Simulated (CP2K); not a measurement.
Consider indole at its PBE geometry (Å).

```xyz
16

C    -2.1491   -0.5233   -0.0161
C    -2.0195    0.8674    0.1954
C    -0.7672    1.4748    0.2526
C     0.3543    0.6537    0.0889
N     1.7012    0.9637    0.0941
C     2.4428   -0.1903   -0.1031
C     1.5891   -1.2608   -0.2434
C     0.2508   -0.7538   -0.1244
C    -1.0306   -1.3355   -0.1763
H    -3.1456   -0.9629   -0.0557
H    -2.9148    1.4767    0.3171
H    -0.6674    2.5483    0.4163
H     2.0878    1.8885    0.2325
H     3.5262   -0.1481   -0.1275
H     1.8851   -2.2906   -0.4108
H    -1.1432   -2.4077   -0.3395
```

Method: CP2K XAS_TDP, all-electron GAPW, PBEh(45%), aug-cc-pVDZ, TDA, GW2X-corrected core level, no relativity.

**Question.** Predict the bright core excitations at the N K edge.

Leading lines: N5 403.04 eV. The leading line of an atom is its first one with 35 % of the strongest within 2.5 eV of its lowest line over the strength cut. Core ionisation energies at this level: N5 406.42 eV.

The first six lines of each atom with a strength over 0.0015:

```csv
atom,energy (eV),states,"strength, one atom",above the computed threshold
N5 (bonded to 2 C and H),403.04,1,0.0259,
,403.69,1,0.0146,
,404.56,1,0.0030,
,405.59,1,0.0015,
,406.18,1,0.0029,
,406.29,1,0.0023,
```

Lines are vertical, at one geometry, with no vibrational structure. GW2X ionisation energies and lines can be off by 1 to 2 eV either way, and a good line position may hide errors that cancel. These values hold no scalar relativity, about 0.2 eV for N 1s. Rydberg lines, and the discretised continuum above threshold, depend on the basis and the box.

[Banner, clock and machine lines of the logs are left out without a mark of their own.]

[Logs are printed without paths, hosts, clocks, repeated set-up lines and the standing remarks that a program may print on its own settings, such as how far it seeks lower states.]

[Hosts, paths, dates, database ids (printed as entryN), source tags and the programs' standing remarks are cut or masked in the printed files.]
